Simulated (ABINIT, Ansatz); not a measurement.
Records of electronic-structure calculations.

```cif
data_cac2
_symmetry_space_group_name_H-M 'Pnnm'
_symmetry_Int_Tables_number 58
_cell_length_a 4.4072
_cell_length_b 5.9043
_cell_length_c 3.8973
_cell_angle_alpha 90.000
_cell_angle_beta 90.000
_cell_angle_gamma 90.000
_cell_volume 101.42
loop_
_atom_site_label
_atom_site_type_symbol
_atom_site_symmetry_multiplicity
_atom_site_Wyckoff_symbol
_atom_site_fract_x
_atom_site_fract_y
_atom_site_fract_z
_atom_site_occupancy
Ca1 Ca 2 a 0.00000 0.00000 0.00000 1
C1 C 4 g 0.88666 0.56447 0.00000 1
_calc_subject 'CaC2 (Pnnm): G0W0 with ABINIT, start to end'
_calc_method 'RPA screening on PBEsol, plane waves, norm-conserving pseudopotentials (and 2 further levels or steps)'
_calc_program 'ABINIT 10.8.3'
_calc_settings 'cutoff 37 Ha, PseudoDojo scalar-relativistic 0.4.1 standard, norm-conserving, ngkpt (4, 2, 4), nband 248, ecuteps 8 Ha, inclvkb 2, shiftk (0, 0, 0), symchi 1, awtr 1, frequency ppm, 4×2×4 k-mesh'
_calc_cost '4 runs, 31 min in all on 8 MPI ranks of Intel Xeon Platinum 8375C at 2.90GHz (Ice Lake), shared host'
_calc_notes 'The program’s warnings: nkpt*nsppol () is not a multiple of nproc spkpt (). The cell and positions are those that the Materials Project relaxed with its own functionals (PBE, PBE+U or r2SCAN), kept fixed. The 4×2×4 mesh is coarse for this cell, which bears on the long-range parts of exchange and screening.'
_calc_pbesol_gap '2.78 eV, indirect'
_calc_g0w0_gap_on_the_mesh '4.88 eV'
_calc_gw_settings '4×2×4 mesh, 248 bands, screening to 217.7 eV, Godby-Needs plasmon pole'
_calc_known_limits 'short of the basis limit; coarse k mesh'
```

[Long decimals in the printed logs are rounded to 6 places.]

[Logs are printed without paths, hosts, clocks, repeated set-up lines and the standing remarks that a program may print on its own settings, such as how far it seeks lower states.]

[Paths, hosts, dates, memory and timing lines, banners, echoed tables and standing remarks are left out of the program output; an Ansatz launch command may be rebuilt from the run's recorded settings. Measured values are a selection of at most five: reports struck by readers or far from the other reports are left out. None is set beside runs whose start may be inverted or whose files or cutoffs have a known fault.]

[Runs of the session that timed out or met a known fault of the program may be left out.]

[Hosts, paths, dates, database ids (printed as entryN), source tags and the programs' standing remarks are cut or masked in the printed files.]

[G0W0 gaps are taken among the corrected bands and points alone; a level outside them can change the order at an edge.]

[Where Ansatz stands beside ABINIT at settings called matched, ABINIT's density can come from a denser mesh and the files from another edition; pairs whose starting gaps differed by over 0.03 eV were left out, so agreement reads better than it is.]
